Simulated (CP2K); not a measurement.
Two runs for the C K edge of chloroacetonitrile. Run A: CP2K XAS_TDP, all-electron GAPW, PBEh(45%), aug-pc-1, TDA, no relativity. Run B differs in one setting.

First lines with a strength over 0.0015. A:

| atom | energy (eV) | states | strength, one atom |
| --- | --- | --- | --- |
| C2 (bonded to C, Cl and 2 H) | 283.38 | 1 | 0.0510 |
|  | 286.16 | 2 | 0.0174 |
|  | 287.58 | 1 | 0.0163 |
|  | 287.71 | 1 | 0.0416 |
|  | 287.76 | 1 | 0.0198 |
| C3 (bonded to C and N) | 281.89 | 1 | 0.0462 |
|  | 282.30 | 1 | 0.0593 |
|  | 284.78 | 1 | 0.0050 |
|  | 286.08 | 1 | 0.0135 |
|  | 286.91 | 1 | 0.0028 |

B:

| atom | energy (eV) | states | strength, one atom |
| --- | --- | --- | --- |
| C2 (bonded to C, Cl and 2 H) | 289.13 | 1 | 0.0500 |
|  | 291.91 | 2 | 0.0170 |
|  | 293.33 | 1 | 0.0159 |
|  | 293.47 | 1 | 0.0408 |
|  | 293.51 | 1 | 0.0194 |
| C3 (bonded to C and N) | 288.35 | 1 | 0.0452 |
|  | 288.76 | 1 | 0.0579 |
|  | 291.24 | 1 | 0.0049 |
|  | 292.55 | 1 | 0.0132 |
|  | 293.38 | 1 | 0.0028 |

Q: Which was it: GW2X switched on, scalar relativity switched on, the basis, the functional?

GW2X switched on. GW2X shifts an atom's lines together and keeps their spacings. Against PBEh(45%) in aug-pc-1, the leading lines move by +5.75 eV (C2, to 289.13) and +6.46 eV (C3, to 288.35).

[Hosts, paths, dates, database ids (printed as entryN), source tags and the programs' standing remarks are cut or masked in the printed files.]
